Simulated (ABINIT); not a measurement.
# SrAl3 (Fm-3m): zone-centre phonons

Aim: the zone-centre modes of SrAl3 (Fm-3m).

Method: DFT PBEsol, scalar-relativistic, plane waves, PseudoDojo norm-conserving pseudopotentials, in ABINIT 10.8.3.

The structure was built from a prototype and need not be the compound's stable phase.

### Step 1. Set-up

It takes space group Fm-3m (No. 225, cubic). Conventional cell: a = 7.376 Å, b = 7.376 Å, c = 7.376 Å, α = 90.00°, β = 90.00°, γ = 90.00°. Sr has 8 Al at 3.19 Å nearest. Nearest to Al lie 8 Al at 3.19 Å. Nearest to Al lie 4 Sr at 3.19 Å and 4 Al at 3.19 Å. Farther neighbours are not listed.

### Step 2. A probe with smearing

A first run with smearing and empty bands tells whether the crystal has a gap, which decides between fixed occupations and smearing later on.

probe.abi reads:

```
# ground state
tolvrs 1.0d-08
prtden 1
prtwf 1

# basis, mesh and filling
ecut 28.0
ngkpt 4 4 4
nshiftk 1
shiftk 0.0 0.0 0.0
istwfk *1
occopt 7
tsmear 0.005
nband 16
nstep 100
diemac 9.0
prtebands 0
prtgsr 0
useylm 1

# cell and atoms
acell 3*1.0 Angstrom
rprim 
    -3.68795695 0.0 3.68795695
    0.0 3.68795695 3.68795695
    -3.68795695 3.68795695 0.0
ntypat 2
znucl 38 13
natom 4
typat 1 2 2 2
xred 
    0.0 0.0 0.0
    0.5 0.5 0.5
    0.75 0.75 0.75
    0.25 0.25 0.25
pp_dirpath "./pseudo"
pseudos "Sr.upf, Al.upf"
```

The run is started by

```console
> OMP_NUM_THREADS=1 mpirun -n 4 abinit probe.abi > probe.log
```

Numbers of over 12 decimals in the logs are rounded to 6 here.

probe.abo, the main output file:

```text
[banners, grids, parts of the stress and lines that vanish by symmetry left out]
- input  file    -> probe.abi
- output file    -> probe.abo
- root for input  files -> probei
[...]
Symmetries : space group Fm -3 m (#225); Bravais cF (face-center cubic)
[...]
mpw =        4813          nfft =      110592          nkpt =           8
[...]
== DATASET  1 ==================================================================
[...]
cutoff_energies: {ecut:  28.0, pawecutdg:  -1.0, }
[...]
ETOT  1  -41.126157884646    -4.113E+01 1.847E-02 1.638E+01
 ETOT  2  -41.142748516639    -1.659E-02 2.498E-03 9.326E-01
 ETOT  3  -41.142844573510    -9.606E-05 1.547E-03 1.128E-02
 ETOT  4  -41.142846116285    -1.543E-06 2.209E-03 2.786E-04
 ETOT  5  -41.142846137549    -2.126E-08 4.656E-04 7.391E-06
 ETOT  6  -41.142846138473    -9.234E-10 4.923E-04 7.754E-08
 ETOT  7  -41.142846138482    -9.599E-12 1.495E-04 4.003E-09
 At SCF step    7       vres2   =  4.00E-09 < tolvrs=  1.00E-08 =>converged.
[...]
sigma(1 1)=  2.09073328E-04  sigma(3 2)=  0.00000000E+00
  sigma(2 2)=  2.09073328E-04  sigma(3 1)=  0.00000000E+00
  sigma(3 3)=  2.09073328E-04  sigma(2 1)=  0.00000000E+00
[...]
convergence: {deltae: -9.599E-12, res2:  4.003E-09, residm:  1.495E-04, diffor: null, }
etotal    :  -4.11428461E+01
[...]
sigma(1 1)=  2.09073328E-04  sigma(3 2)=  0.00000000E+00
  sigma(2 2)=  2.09073328E-04  sigma(3 1)=  0.00000000E+00
  sigma(3 3)=  2.09073328E-04  sigma(2 1)=  0.00000000E+00
[...]
- sigma(1 1)=  6.15114966E+00  sigma(3 2)=  0.00000000E+00
- sigma(2 2)=  6.15114966E+00  sigma(3 1)=  0.00000000E+00
- sigma(3 3)=  6.15114966E+00  sigma(2 1)=  0.00000000E+00
[...]
fcart     -0.0000000000E+00 -0.0000000000E+00 -0.0000000000E+00
           strten      2.0907332756E-04  2.0907332756E-04  2.0907332756E-04
================================================================================

[key lines of the parts left out:]
pressure_GPa:  -6.1511E+00
```

Run time: 5.8 s. Hardware: 4 MPI ranks of Arm Neoverse V2, shared host.

Numbers from this step:

```yaml
volume_per_atom: 25.08 Å³
pressure: -6.151 GPa
gap_on_the_k_mesh: 0 eV
```

No gap opens on this mesh, so smearing is kept; the printed pressure holds the stress of the finite basis too.

### Step 3. Rough relaxation

The typed start is rough, so a first relaxation with smearing and loose thresholds takes it towards rest cheaply.

prerelax.abi reads:

```
# relaxation
ionmov 2
optcell 2
dilatmx 1.15
chkdilatmx 0
ntime 40
tolmxf 3.0d-04
tolvrs 1.0d-10
prtwf 0
prtden 0
chksymtnons 0

# basis, mesh and filling
ecut 29.0
ecutsm 3.0
ngkpt 4 4 4
nshiftk 1
shiftk 0.0 0.0 0.0
istwfk *1
occopt 7
tsmear 0.005
nband 16
nstep 100
diemac 1000000.0
prtebands 0
prtgsr 0
useylm 1

# cell and atoms
acell 3*1.0 Angstrom
rprim 
    -3.68795695 0.0 3.68795695
    0.0 3.68795695 3.68795695
    -3.68795695 3.68795695 0.0
ntypat 2
znucl 38 13
natom 4
typat 1 2 2 2
xred 
    0.0 0.0 0.0
    0.5 0.5 0.5
    0.75 0.75 0.75
    0.25 0.25 0.25
pp_dirpath "./pseudo"
pseudos "Sr.upf, Al.upf"
```

The run is started by

```console
> OMP_NUM_THREADS=1 mpirun -n 4 abinit prerelax.abi > prerelax.log
```

prerelax.abo, the main output file:

```text
[banners, grids, parts of the stress and lines that vanish by symmetry left out]
- input  file    -> prerelax.abi
- output file    -> prerelax.abo
- root for input  files -> prerelaxi
[...]
Symmetries : space group Fm -3 m (#225); Bravais cF (face-center cubic)
[...]
mpw =        7727          nfft =      216000          nkpt =           8
[...]
== DATASET  1 ==================================================================
[...]
cutoff_energies: {ecut:  29.0, pawecutdg:  -1.0, }
[...]
ETOT  1  -41.128321515596    -4.113E+01 1.966E-02 2.952E+01
 ETOT  2  -41.142551832823    -1.423E-02 2.158E-03 4.059E+00
 ETOT  3  -41.142751379514    -1.995E-04 1.210E-03 4.947E-02
 ETOT  4  -41.142754846983    -3.467E-06 5.706E-04 1.160E-03
 ETOT  5  -41.142754914368    -6.738E-08 4.661E-04 2.689E-05
[...]
At SCF step    8       vres2   =  3.33E-11 < tolvrs=  1.00E-10 =>converged.
[...]
ETOT  7  -41.155172395063    -2.046E-12 1.245E-08 1.747E-11
 At SCF step    7       vres2   =  1.75E-11 < tolvrs=  1.00E-10 =>converged.
[...]
sigma(1 1)=  8.00450623E-07  sigma(3 2)=  0.00000000E+00
  sigma(2 2)=  8.00450623E-07  sigma(3 1)=  0.00000000E+00
  sigma(3 3)=  8.00450623E-07  sigma(2 1)=  0.00000000E+00
[...]
convergence: {deltae: -2.046E-12, res2:  1.747E-11, residm:  1.245E-08, diffor: null, }
etotal    :  -4.11551724E+01
[...]
At Broyd/MD step   5, gradients are converged :
[...]
sigma(1 1)=  8.00450623E-07  sigma(3 2)=  0.00000000E+00
  sigma(2 2)=  8.00450623E-07  sigma(3 1)=  0.00000000E+00
  sigma(3 3)=  8.00450623E-07  sigma(2 1)=  0.00000000E+00
[...]
- sigma(1 1)=  2.35500704E-02  sigma(3 2)=  0.00000000E+00
- sigma(2 2)=  2.35500704E-02  sigma(3 1)=  0.00000000E+00
- sigma(3 3)=  2.35500704E-02  sigma(2 1)=  0.00000000E+00
[...]
fcart     -0.0000000000E+00 -0.0000000000E+00 -0.0000000000E+00
           strten      8.0045062303E-07  8.0045062303E-07  8.0045062303E-07
================================================================================

[key lines of the parts left out:]
pressure_GPa:  -2.3550E-02
Total energy (etotal) [Ha]= -4.11551723950630E+01
```

It took 41 s on 4 MPI ranks; 2.7 min of CPU time.

Relaxation path:

```tsv
step	energy less that of the first step (eV)	largest force (eV/Å)	volume (Å³)
1	0.0000	0.0000	100.32
2	-0.0664	0.0000	98.49
3	-0.2906	0.0000	79.88
4	-0.3368	0.0000	85.55
5	-0.3379	0.0000	84.80
```

```tsv
conventional cell, symmetrised	before	after	change
a (Å)	7.376	6.974	-5.4 %
b (Å)	7.376	6.974	-5.4 %
c (Å)	7.376	6.974	-5.4 %
volume (Å³/atom)	25.08	21.20	-15.5 %
```

Final coordinates:

```cif
data_structure
_symmetry_space_group_name_H-M 'P 1'
_symmetry_Int_Tables_number 1
_cell_length_a 4.9315
_cell_length_b 4.9315
_cell_length_c 4.9315
_cell_angle_alpha 60.000
_cell_angle_beta 60.000
_cell_angle_gamma 60.000
_cell_volume 84.80
loop_
_atom_site_label
_atom_site_type_symbol
_atom_site_fract_x
_atom_site_fract_y
_atom_site_fract_z
_atom_site_occupancy
Sr1 Sr 0.00000 0.00000 0.00000 1
Al2 Al 0.50000 0.50000 0.50000 1
Al3 Al 0.75000 0.75000 0.75000 1
Al4 Al 0.25000 0.25000 0.25000 1
```

This step gave:

```yaml
volume_per_atom: 21.20 Å³
pressure: -0.02355 GPa
```

The volume changes by -15.5 % in this run and stands -15.5 % from the first cell.

### Step 4. Rough relaxation

The cell changed much, so the rough relaxation is repeated on a basis made for the new cell.

prerelax.abi, as its differences from that of step 3:

```diff
@@ -31,5 +31,5 @@
 rprim 
-    -3.68795695 0.0 3.68795695
-    0.0 3.68795695 3.68795695
-    -3.68795695 3.68795695 0.0
+    -3.487082737 0.0 3.487082737
+    0.0 3.487082737 3.487082737
+    -3.487082737 3.487082737 0.0
 ntypat 2
```

prerelax.abo, the main output file:

```text
[banners, grids, parts of the stress and lines that vanish by symmetry left out]
- input  file    -> prerelax.abi
- output file    -> prerelax.abo
- root for input  files -> prerelaxi
[...]
Symmetries : space group Fm -3 m (#225); Bravais cF (face-center cubic)
[...]
mpw =        6588          nfft =      157464          nkpt =           8
[...]
== DATASET  1 ==================================================================
[...]
cutoff_energies: {ecut:  29.0, pawecutdg:  -1.0, }
[...]
ETOT  1  -41.138855624910    -4.114E+01 2.980E-02 2.352E+01
 ETOT  2  -41.155009256766    -1.615E-02 1.098E-02 2.706E+00
 ETOT  3  -41.155167854322    -1.586E-04 4.129E-03 5.331E-02
 ETOT  4  -41.155172361603    -4.507E-06 1.108E-03 3.913E-04
 ETOT  5  -41.155172390131    -2.853E-08 1.016E-03 6.534E-06
 ETOT  6  -41.155172390573    -4.416E-10 4.074E-04 1.343E-07
 ETOT  7  -41.155172390581    -8.100E-12 6.128E-04 3.784E-09
 ETOT  8  -41.155172390582    -8.384E-13 1.509E-04 1.279E-11
 At SCF step    8       vres2   =  1.28E-11 < tolvrs=  1.00E-10 =>converged.
[...]
sigma(1 1)=  8.00513758E-07  sigma(3 2)=  0.00000000E+00
  sigma(2 2)=  8.00513758E-07  sigma(3 1)=  0.00000000E+00
  sigma(3 3)=  8.00513758E-07  sigma(2 1)=  0.00000000E+00
[...]
convergence: {deltae: -8.384E-13, res2:  1.279E-11, residm:  1.509E-04, diffor: null, }
etotal    :  -4.11551724E+01
[...]
At Broyd/MD step   1, gradients are converged :
[...]
sigma(1 1)=  8.00513758E-07  sigma(3 2)=  0.00000000E+00
  sigma(2 2)=  8.00513758E-07  sigma(3 1)=  0.00000000E+00
  sigma(3 3)=  8.00513758E-07  sigma(2 1)=  0.00000000E+00
[...]
- sigma(1 1)=  2.35519279E-02  sigma(3 2)=  0.00000000E+00
- sigma(2 2)=  2.35519279E-02  sigma(3 1)=  0.00000000E+00
- sigma(3 3)=  2.35519279E-02  sigma(2 1)=  0.00000000E+00
[...]
fcart     -0.0000000000E+00 -0.0000000000E+00 -0.0000000000E+00
           strten      8.0051375838E-07  8.0051375839E-07  8.0051375838E-07
================================================================================

[key lines of the parts left out:]
pressure_GPa:  -2.3552E-02
Total energy (etotal) [Ha]= -4.11551723905815E+01
```

Elapsed: 8.8 s, on 4 MPI ranks; 35 s of CPU time.

Little changed from the start: no atom moved by 0.005 Å and no cell edge by 0.1 %.

The volume changes by +0.0 % in this run and stands -15.5 % from the first cell.

### Step 5. Relaxing the cell and atoms

The harmonic expansion needs vanishing forces, and a free crystal bears no stress, so cell and atoms are brought to rest. Stress is more sensitive to the basis than forces are: the last 3 Ha under the cutoff are smoothed with ecutsm, and the cutoff is raised above that of the later runs.

relax.abi reads:

```
# relaxation
ionmov 2
optcell 2
dilatmx 1.08
ntime 40
tolmxf 1.0d-05
tolvrs 1.0d-14
prtwf 0
prtden 0
chksymtnons 0

# basis, mesh and filling
ecut 35.0
ecutsm 3.0
ngkpt 6 6 6
nshiftk 1
shiftk 0.0 0.0 0.0
istwfk *1
occopt 7
tsmear 0.01
nband 16
nstep 100
diemac 1000000.0
prtebands 0
prtgsr 0
useylm 1

# cell and atoms
acell 3*1.0 Angstrom
rprim 
    -3.487082739 0.0 3.487082739
    0.0 3.487082739 3.487082739
    -3.487082739 3.487082739 0.0
ntypat 2
znucl 38 13
natom 4
typat 1 2 2 2
xred 
    0.0 0.0 0.0
    0.5 0.5 0.5
    0.75 0.75 0.75
    0.25 0.25 0.25
pp_dirpath "./pseudo"
pseudos "Sr.upf, Al.upf"
```

The run is started by

```console
> OMP_NUM_THREADS=1 mpirun -n 4 abinit relax.abi > relax.log
```

relax.abo, the main output file:

```text
[banners, grids, parts of the stress and lines that vanish by symmetry left out]
- input  file    -> relax.abi
- output file    -> relax.abo
- root for input  files -> relaxi
[...]
Symmetries : space group Fm -3 m (#225); Bravais cF (face-center cubic)
[...]
mpw =        7169          nfft =      157464          nkpt =          16
[...]
== DATASET  1 ==================================================================
[...]
cutoff_energies: {ecut:  35.0, pawecutdg:  -1.0, }
[...]
ETOT  1  -41.134847908775    -4.113E+01 2.806E-02 2.160E+01
 ETOT  2  -41.149491437213    -1.464E-02 4.270E-03 1.551E+00
 ETOT  3  -41.149587379154    -9.594E-05 1.248E-03 1.840E-02
 ETOT  4  -41.149588812605    -1.433E-06 1.413E-03 1.976E-04
 ETOT  5  -41.149588829708    -1.710E-08 4.517E-04 1.099E-05
[...]
At SCF step   10       vres2   =  1.89E-16 < tolvrs=  1.00E-14 =>converged.
[...]
sigma(1 1)= -1.17151419E-05  sigma(3 2)=  0.00000000E+00
  sigma(2 2)= -1.17151419E-05  sigma(3 1)=  0.00000000E+00
  sigma(3 3)= -1.17151419E-05  sigma(2 1)=  0.00000000E+00
[...]
convergence: {deltae:  2.160E-12, res2:  1.885E-16, residm:  1.109E-04, diffor: null, }
etotal    :  -4.11495888E+01
[...]
ETOT  1  -41.149587781278    -4.115E+01 7.006E-05 1.222E-01
[...]
At SCF step    8       vres2   =  9.37E-16 < tolvrs=  1.00E-14 =>converged.
[...]
sigma(1 1)= -1.00282980E-05  sigma(3 2)=  0.00000000E+00
  sigma(2 2)= -1.00282980E-05  sigma(3 1)=  0.00000000E+00
  sigma(3 3)= -1.00282980E-05  sigma(2 1)=  0.00000000E+00
[...]
convergence: {deltae:  1.727E-12, res2:  9.372E-16, residm:  1.847E-05, diffor: null, }
etotal    :  -4.11495954E+01
[...]
ETOT  1  -41.149343762717    -4.115E+01 3.094E-05 4.350E+00
[...]
At SCF step    9       vres2   =  3.58E-16 < tolvrs=  1.00E-14 =>converged.
[...]
sigma(1 1)= -1.06709898E-07  sigma(3 2)=  0.00000000E+00
  sigma(2 2)= -1.06709898E-07  sigma(3 1)=  0.00000000E+00
  sigma(3 3)= -1.06709898E-07  sigma(2 1)=  0.00000000E+00
[...]
convergence: {deltae: -1.421E-13, res2:  3.583E-16, residm:  2.563E-06, diffor: null, }
etotal    :  -4.11496137E+01
[...]
ETOT  1  -41.149613624855    -4.115E+01 2.748E-06 5.122E-04
[...]
ETOT  6  -41.149613656869     2.203E-12 3.125E-06 1.074E-13
 ETOT  7  -41.149613656870    -1.137E-12 3.947E-06 1.450E-15
 At SCF step    7       vres2   =  1.45E-15 < tolvrs=  1.00E-14 =>converged.
[...]
sigma(1 1)= -9.93301130E-10  sigma(3 2)=  0.00000000E+00
  sigma(2 2)= -9.93301130E-10  sigma(3 1)=  0.00000000E+00
  sigma(3 3)= -9.93301130E-10  sigma(2 1)=  0.00000000E+00
[...]
convergence: {deltae: -1.137E-12, res2:  1.450E-15, residm:  3.947E-06, diffor: null, }
etotal    :  -4.11496137E+01
[...]
At Broyd/MD step   4, gradients are converged :
[...]
sigma(1 1)= -9.93301130E-10  sigma(3 2)=  0.00000000E+00
  sigma(2 2)= -9.93301130E-10  sigma(3 1)=  0.00000000E+00
  sigma(3 3)= -9.93301130E-10  sigma(2 1)=  0.00000000E+00
[...]
- sigma(1 1)= -2.92239282E-05  sigma(3 2)=  0.00000000E+00
- sigma(2 2)= -2.92239282E-05  sigma(3 1)=  0.00000000E+00
- sigma(3 3)= -2.92239282E-05  sigma(2 1)=  0.00000000E+00
[...]
fcart     -0.0000000000E+00 -0.0000000000E+00 -0.0000000000E+00
           strten     -9.9330113004E-10 -9.9330113004E-10 -9.9330112982E-10
================================================================================

[key lines of the parts left out:]
pressure_GPa:   2.9224E-05
Total energy (etotal) [Ha]= -4.11496136568698E+01
```

It took 57 s on 4 MPI ranks; 3.8 min of CPU time.

The steps of the relaxation:

```tsv
step	energy less that of the first step (eV)	largest force (eV/Å)	volume (Å³)
1	0.0000	0.0000	84.80
2	-0.0002	0.0000	84.89
3	-0.0007	0.0000	85.43
4	-0.0007	0.0000	85.44
```

```tsv
conventional cell, symmetrised	before	after	change
a (Å)	6.974	6.991	+0.2 %
b (Å)	6.974	6.991	+0.2 %
c (Å)	6.974	6.991	+0.2 %
volume (Å³/atom)	21.20	21.36	+0.7 %
```

The relaxed structure:

```cif
data_structure
_symmetry_space_group_name_H-M 'P 1'
_symmetry_Int_Tables_number 1
_cell_length_a 4.9437
_cell_length_b 4.9437
_cell_length_c 4.9437
_cell_angle_alpha 60.000
_cell_angle_beta 60.000
_cell_angle_gamma 60.000
_cell_volume 85.44
loop_
_atom_site_label
_atom_site_type_symbol
_atom_site_fract_x
_atom_site_fract_y
_atom_site_fract_z
_atom_site_occupancy
Sr1 Sr 0.00000 0.00000 0.00000 1
Al2 Al 0.50000 0.50000 0.50000 1
Al3 Al 0.75000 0.75000 0.75000 1
Al4 Al 0.25000 0.25000 0.25000 1
```

Read from the output:

- volume per atom: 21.36 Å³
- pressure: 2.92e-5 GPa

The volume changes by +0.7 % in this run and stands -14.8 % from the first cell.

### Step 6. Ground state

The response is built on these wavefunctions, so the potential is converged far more tightly than an energy would need. Smearing stays on, as the first look found no gap above 0.3 eV.

gs.abi reads:

```
# ground state
tolvrs 1.0d-16
prtden 1
prtwf 1

# basis, mesh and filling
ecut 28.0
ngkpt 6 6 6
nshiftk 1
shiftk 0.0 0.0 0.0
istwfk *1
occopt 7
tsmear 0.01
nband 16
nstep 100
diemac 1000000.0
prtebands 0
prtgsr 0
useylm 1

# cell and atoms
acell 3*1.0 Angstrom
rprim 
    -3.495727346 0.0 3.495727346
    0.0 3.495727346 3.495727346
    -3.495727346 3.495727346 0.0
ntypat 2
znucl 38 13
natom 4
typat 1 2 2 2
xred 
    0.0 0.0 0.0
    0.5 0.5 0.5
    0.75 0.75 0.75
    0.25 0.25 0.25
pp_dirpath "./pseudo"
pseudos "Sr.upf, Al.upf"
```

The run is started by

```console
> OMP_NUM_THREADS=1 mpirun -n 4 abinit gs.abi > gs.log
```

gs.abo, the main output file:

```text
[banners, grids, parts of the stress and lines that vanish by symmetry left out]
- input  file    -> gs.abi
- output file    -> gs.abo
- root for input  files -> gsi
[...]
Symmetries : space group Fm -3 m (#225); Bravais cF (face-center cubic)
[...]
mpw =        4105          nfft =      110592          nkpt =          16
[...]
== DATASET  1 ==================================================================
[...]
cutoff_energies: {ecut:  28.0, pawecutdg:  -1.0, }
[...]
ETOT  1  -41.134859013107    -4.113E+01 2.173E-02 1.408E+01
 ETOT  2  -41.149176263076    -1.432E-02 7.260E-03 1.219E+00
 ETOT  3  -41.149281832341    -1.056E-04 1.608E-03 4.322E-02
 ETOT  4  -41.149286128434    -4.296E-06 5.318E-04 1.966E-04
 ETOT  5  -41.149286152851    -2.442E-08 2.639E-04 4.044E-06
[...]
ETOT 10  -41.149286153238     4.029E-12 3.892E-05 1.953E-15
 ETOT 11  -41.149286153239    -1.101E-12 2.745E-05 3.177E-17
 At SCF step   11       vres2   =  3.18E-17 < tolvrs=  1.00E-16 =>converged.
[...]
sigma(1 1)=  6.01743082E-06  sigma(3 2)=  0.00000000E+00
  sigma(2 2)=  6.01743082E-06  sigma(3 1)=  0.00000000E+00
  sigma(3 3)=  6.01743082E-06  sigma(2 1)=  0.00000000E+00
[...]
convergence: {deltae: -1.101E-12, res2:  3.177E-17, residm:  2.745E-05, diffor: null, }
etotal    :  -4.11492862E+01
[...]
sigma(1 1)=  6.01743082E-06  sigma(3 2)=  0.00000000E+00
  sigma(2 2)=  6.01743082E-06  sigma(3 1)=  0.00000000E+00
  sigma(3 3)=  6.01743082E-06  sigma(2 1)=  0.00000000E+00
[...]
- sigma(1 1)=  1.77038927E-01  sigma(3 2)=  0.00000000E+00
- sigma(2 2)=  1.77038927E-01  sigma(3 1)=  0.00000000E+00
- sigma(3 3)=  1.77038927E-01  sigma(2 1)=  0.00000000E+00
[...]
fcart     -0.0000000000E+00 -0.0000000000E+00 -0.0000000000E+00
           strten      6.0174308245E-06  6.0174308245E-06  6.0174308245E-06
================================================================================

[key lines of the parts left out:]
pressure_GPa:  -1.7704E-01
```

The job ended after 12 s (4 MPI ranks; 46 s of CPU time).

Numbers from this step:

```yaml
pressure: -0.1770 GPa
```

The cell stands at -0.18 GPa: the relaxation ran with a smoothed and higher cutoff, and the difference is a stress of the finite basis.

[end of part 1 of 3]

[Host names and launcher messages were left out of these logs when they were recorded.]

[Logs are printed without paths, hosts, clocks, repeated set-up lines and the standing remarks that a program may print on its own settings, such as how far it seeks lower states.]

[Hosts, paths, dates, database ids (printed as entryN), source tags and the programs' standing remarks are cut or masked in the printed files.]
